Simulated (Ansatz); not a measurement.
# CaMg2H5: relaxing a made-up structure, part 2 of 2

Starting from a made-up structure for CaMg2H5, the aim is the relaxed cell, its shortest contacts and, where a second run follows, its electronic structure.

Ansatz 0.2.0; DFT, PBE, plane-wave PAW, files of the set soft_1, scalar-relativistic, no spin, cell and ions relaxed at zero pressure; PAW set soft_1 (the session's first sound run).

So far: The starting structure; Relaxing cell and atoms. The relaxed cell has a = 3.567, c = 7.966 Å (conventional setting).

## 3. Electronic structure of the relaxed cell

With the geometry fixed, one more self-consistent run, with a narrower smearing and the mesh shown in its input, gives the bands, and its pressure, and its forces where symmetry allows any, show how far the geometry depends on these settings.

This step: DFT, PBE, plane-wave PAW, files of the set soft_1, scalar-relativistic, no spin, bands and density of states at the relaxed cell; PAW set soft_1 (Ansatz 0.2.0).

The input, input.yaml:

```yaml
crystal:
  lattice:
    - [3.567254958, 0.0, 0.0]
    - [0.0, 3.567254958, 0.0]
    - [0.0, 0.0, 7.9660352104]
  atoms:
    - { symbol: Ca, position: [0.0, 0.0, 0.0] }
    - { symbol: Mg, position: [0.5, 0.5, 0.7162974265] }
    - { symbol: Mg, position: [0.5, 0.5, 0.2837025735] }
    - { symbol: H, position: [0.5, 0.0, 0.7965738369] }
    - { symbol: H, position: [0.5, 0.0, 0.2034261631] }
    - { symbol: H, position: [0.0, 0.5, 0.7965738369] }
    - { symbol: H, position: [0.0, 0.5, 0.2034261631] }
    - { symbol: H, position: [0.5, 0.5, 0.0] }
kpoints:
  mp_grid: { grid: [10, 10, 4] }
  band_path:
    path:
      - [[0.0, 0.0, 0.0], [0.0, 0.5, 0.0], [0.5, 0.5, 0.0], [0.0, 0.0, 0.0], [0.0, 0.0, 0.5], [0.0, 0.5, 0.5], [0.5, 0.5, 0.5], [0.0, 0.0, 0.5]]
      - [[0.0, 0.5, 0.0], [0.0, 0.5, 0.5]]
      - [[0.5, 0.5, 0.0], [0.5, 0.5, 0.5]]
    npoints: 8
scf:
  occupations: { method: fermi_dirac, width: 0.03 }
  n_extra_bands: 12
hamiltonian:
  xc: pbe
  pseudopotentials: { kind: paw, azcp: { folder: soft_1 } }
output:
  forces: true
  stress: true
  write_bands: true
  dos: { projected: true }
  write_density: true
  write_potential: true
  elf: true
  volumetric_format: npy
```

Run with:

```sh
$ ansatz run input.yaml --threads 4 --pin off --max-ram 10240MiB --backend cpu --events-out ev --progress --plain --runs-dir out
```

Numbers of over 12 decimals in the logs are rounded to 6 here.

The log of the run:

```text
[...]
Crystal: 8 atoms, lattice volume = 101.370 Å³
Basis set: ecut = 420 eV, 1959 PW (Γ), exchange–correlation on 48×48×108 points (8 copies of the dense FFT grid, shifted against one another)
Bands: 30, of which v1, the nominal top of the filled ones, is band 18 counted from 1 (17 counted from 0)
Symmetry: 16 space group operations
[...]
k-points: 63 of 400
[...]
SCF iter   1: F=—  HF=-5748.051140 eV  |F-HF|=—  |Δ(HF+E_count)|=         —  Δρ=6.75e-2  dr2=1.06e1  ethr=3.10e-3  ⟨swp⟩=7.6  Hψ=11091  notcnv=0  defer=10
[...]
SCF iter   9: F=-5745.414561 eV  HF=-5745.414561 eV  |F-HF|=1.34e-8  |Δ(HF+E_count)|=   3.54e-8  Δρ=3.36e-6  dr2=2.26e-8  ethr=2.86e-10  ⟨swp⟩=15.5  Hψ=14735  notcnv=0
SCF 1 converged in 9 iterations: F = -5745.414561 eV  dr2 = 2.26e-8
[...]
NSCF: frozen V_eff on 75 k-points
SCF converged after 9 iterations
Free energy (F): -5745.414561 eV
[...]
Internal energy: -5745.412169 eV  (E = F + TS)
E sigma→0 (E₀):  -5745.413365 eV
Entropy (-TS):   -0.002392 eV (-0.299 meV/atom)
Fermi energy:    4.607123 eV
[...]
--- Forces (eV/Å), atoms counted from 1 ---
  atom   1  Ca     0.00000000     0.00000000     0.00000000
  atom   2  Mg     0.00000000     0.00000000     0.00144913
  atom   3  Mg     0.00000000     0.00000000    -0.00144913
  atom   4  H      0.00000000     0.00000000    -0.00644671
  atom   5  H      0.00000000     0.00000000     0.00644671
  atom   6  H      0.00000000     0.00000000    -0.00644671
  atom   7  H      0.00000000     0.00000000     0.00644671
  atom   8  H      0.00000000    -0.00000000     0.00000000
  max |Σ_I F_I| component: 2.60e-18 eV/Å
--- Stress (GPa, compression-positive) ---
       -0.059193       0.000000       0.000000
        0.000000      -0.059193       0.000000
        0.000000       0.000000       0.046922
  P = ⅓ Tr σ = -0.0238 GPa (-0.238 kbar)
--- Band table (eV; the first three rows and the last of 63) ---
  k-point 0: bands = [... 14 lower, 0.7870, 2.2211, 3.1747, 4.0777, 7.7289, 7.9526, 7.9526, 8.2142, ... 8 higher]
  k-point 1: bands = [... 14 lower, 1.0847, 2.2323, 3.1548, 3.6454, 7.9318, 7.9318, 8.1085, 8.2572, ... 8 higher]
  k-point 2: bands = [... 14 lower, 1.4628, 2.2437, 3.1342, 3.1602, 7.9120, 7.9120, 8.3011, 8.4736, ... 8 higher]
  k-point 62: bands = [... 14 lower, 0.1835, 0.4359, 0.4359, 5.0506, 6.2746, 7.1718, 7.8063, 7.8063, ... 8 higher]
```

Run time: 3.6 s. Hardware: 4 threads of Arm Neoverse V2, shared host; peak memory 0.45 GiB.

Numbers from this step:

```
free energy             : -5745.4146 eV
energy at zero smearing : -5745.4134 eV
smearing term TS        : 0.002392 eV
Fermi energy            : 4.607 eV
pressure                : -0.02382 GPa
```

From bands.tsv, the bands that come nearest the Fermi level along the path, at its corners, in eV from the Fermi level:

| point | band 14 | band 15 | band 16 | band 17 | band 18 | band 19 | band 20 | band 21 |
| --- | --- | --- | --- | --- | --- | --- | --- | --- |
| Γ | -6.88 | -3.82 | -2.39 | -1.43 | -0.53 | 3.12 | 3.35 | 3.35 |
| X | -5.38 | -5.31 | -4.43 | -2.16 | 0.76 | 0.85 | 3.08 | 3.24 |
| M | -4.35 | -4.35 | -4.25 | -4.25 | 1.12 | 1.37 | 1.65 | 3.32 |
| Γ | -6.88 | -3.82 | -2.39 | -1.43 | -0.53 | 3.12 | 3.35 | 3.35 |
| Z | -7.14 | -3.14 | -2.36 | -1.47 | -1.45 | 3.30 | 3.30 | 3.69 |
| R | -5.47 | -5.28 | -4.58 | -1.74 | 0.11 | 1.65 | 2.05 | 3.08 |
| A | -4.42 | -4.42 | -4.17 | -4.17 | 0.44 | 1.67 | 2.56 | 3.20 |
| Z | -7.14 | -3.14 | -2.36 | -1.47 | -1.45 | 3.30 | 3.30 | 3.69 |
| X | -5.38 | -5.31 | -4.43 | -2.16 | 0.76 | 0.85 | 3.08 | 3.24 |
| R | -5.47 | -5.28 | -4.58 | -1.74 | 0.11 | 1.65 | 2.05 | 3.08 |
| M | -4.35 | -4.35 | -4.25 | -4.25 | 1.12 | 1.37 | 1.65 | 3.32 |
| A | -4.42 | -4.42 | -4.17 | -4.17 | 0.44 | 1.67 | 2.56 | 3.20 |

States per cell as run, both spins, in windows of 1 eV, from dos.tsv (zero at the Fermi level):

| from | to | total |
| --- | --- | --- |
| -8 | -7 | 0.61 |
| -7 | -6 | 1.54 |
| -6 | -5 | 1.47 |
| -5 | -4 | 2.09 |
| -4 | -3 | 2.11 |
| -3 | -2 | 1.85 |
| -2 | -1 | 0.23 |
| -1 | 0 | 0.93 |
| 0 | 1 | 1.01 |
| 1 | 2 | 0.88 |
| 2 | 3 | 2.30 |
| 3 | 4 | 4.76 |
| 4 | 5 | 4.07 |
| 5 | 6 | 3.53 |

Below -8 eV lie 24.2 more states.

Valence density in the ac plane at fractional y = 0.500, with atoms of Mg and H within 0.2 Å of it. It is the smooth field of the valence electrons, not physical close to the nuclei.

Ten steps, logarithmic in the rise over the least value, from '0' (0 e/Å³) to '9' (27 e/Å³), each cell a mean:
```
00001123210000
00000111110000
11000000000001
32110000000112
43210134310123
32111478741122
11102699861011
00001578741000
00000134210000
00000000000000
00000000000000
00000000000000
00000000000000
00000000000000
00000011000000
00001367630000
11002689851001
22112689851112
43211245421123
32110011000123
11100000000011
00000011100000
00000122210000
00001234311000
```
Columns run along a (3.6 Å), rows up along c (8.0 Å). Atoms in or near the plane, at fractional coordinates: Mg at (0.50, 0.72), Mg at (0.50, 0.28), H at (0.00, 0.80), H at (0.00, 0.20), H at (0.50, 0.00).

ELF in the ac plane at fractional y = 0.500, with atoms of Mg and H within 0.2 Å of it. It is the smooth field of the valence electrons, not physical close to the nuclei.

Ten even steps from '0' (0.46 × 1e-1) to '9' (9.98 × 1e-1), each cell a mean:
```
00138999997200
43224799973123
98522345421368
99961000002799
99960011101799
99940222210599
99711210220289
87400222220157
43200012100023
22221100012222
23456666666532
33578899988643
23467888877543
22233222233322
22210000000122
65300233210136
99611211220279
99820221220499
99950122201799
99961000002799
99741112112589
65313688752135
11137999996211
00149999998300
```
Columns run along a (3.6 Å), rows up along c (8.0 Å). Atoms in or near the plane, at fractional coordinates: Mg at (0.50, 0.72), Mg at (0.50, 0.28), H at (0.00, 0.80), H at (0.00, 0.20), H at (0.50, 0.00).

Electrostatic potential energy in the ac plane at fractional y = 0.500, with atoms of Mg and H within 0.2 Å of it. With pseudopotentials it is smooth inside the atoms' cores, unlike the true potential.

Values in eV, 24 rows by 14 columns, each cell a mean:
```
  5   5   6   6   6   2 -11 -19  -8   3   6   6   6   5
  6   6   6   7   6   6   4   2   4   6   7   7   6   6
  5   5   6   6   6   5   4   4   5   5   6   6   6   5
-13  -4   3   4   3   1  -1  -2  -1   1   4   5   3  -6
-33 -17  -1   2  -2 -11 -22 -28 -20  -8   0   2  -3 -22
-18  -8   1   0 -11 -37 -62 -68 -58 -31  -7   1   0 -11
  4   4   3  -2 -19 -55 -73 -74 -72 -47 -12   0   3   5
  6   6   4   0 -12 -39 -64 -69 -60 -33  -8   1   4   6
  7   6   5   2  -3 -12 -24 -30 -22 -10  -1   3   5   6
  7   7   6   5   2   0  -1  -2  -1   1   3   5   6   7
  7   7   7   6   5   4   3   3   4   4   5   6   7   7
  7   7   7   7   6   6   5   5   5   6   6   7   7   7
  7   7   7   7   6   5   4   4   5   5   6   7   7   7
  7   7   6   5   4   2   1   0   1   2   4   6   7   7
  7   7   5   3   0  -4 -10 -12  -9  -3   1   4   6   7
  7   6   4   0  -8 -28 -51 -58 -47 -24  -5   2   5   6
  5   5   3  -1 -18 -51 -72 -74 -70 -44 -11   0   4   5
 -4   0   2  -1 -16 -49 -72 -74 -69 -42 -10   0   2  -1
-32 -17  -1   1  -5 -19 -37 -45 -34 -15  -2   1  -3 -21
-23 -11   2   3   2  -2  -6  -8  -5  -1   2   4   0 -14
  1   3   5   6   5   4   3   3   3   4   5   6   5   3
  6   6   6   7   6   6   5   5   5   6   7   7   6   6
  5   6   6   7   6   4  -4  -9  -2   5   6   6   6   6
  5   5   6   6   6  -1 -21 -33 -17   1   6   6   6   5
```
Columns run along a (3.6 Å; values clipped at the 3rd and 97th percentile), rows up along c (8.0 Å). Atoms in or near the plane, at fractional coordinates: Mg at (0.50, 0.72), Mg at (0.50, 0.28), H at (0.00, 0.80), H at (0.00, 0.20), H at (0.50, 0.00).

## 4. Results

```
space group, relaxed : P4/mmm
conventional cell    : a = 3.567, b = 3.567, c = 7.966 Å; α = 90.0°, β = 90.0°, γ = 90.0°
volume per atom      : 12.67 Å³ (guess 12.94)
```

CaMg2H5 relaxes to P4/mmm with a = 3.567, b = 3.567 and c = 7.966 Å. The guessed volume was 2 % too large. The space group P4/mmm was held in the relaxation, so the end point is a stationary structure within it and may be a saddle against distortions or other arrangements. Bands cross the Fermi level, so it is a metal or semimetal at this level. The electron count is odd, which forces that without spin polarisation or a larger cell. On the 10×10×4 mesh with the narrower smearing (relaxed on 7×7×4) the largest force component is 0.006 eV/Å and the largest stress component is 0.059 GPa, against the relaxation's thresholds of 0.015 eV/Å and 0.05 GPa. The cutoff wasn't tested. No dispersion term is used, so weakly bound directions may come out too long. Nothing here tests whether the compound is stable against decomposition.

[Logs are printed without paths, hosts, clocks, repeated set-up lines and the standing remarks that a program may print on its own settings, such as how far it seeks lower states.]

[Hosts, paths, dates, database ids (printed as entryN), source tags and the programs' standing remarks are cut or masked in the printed files.]
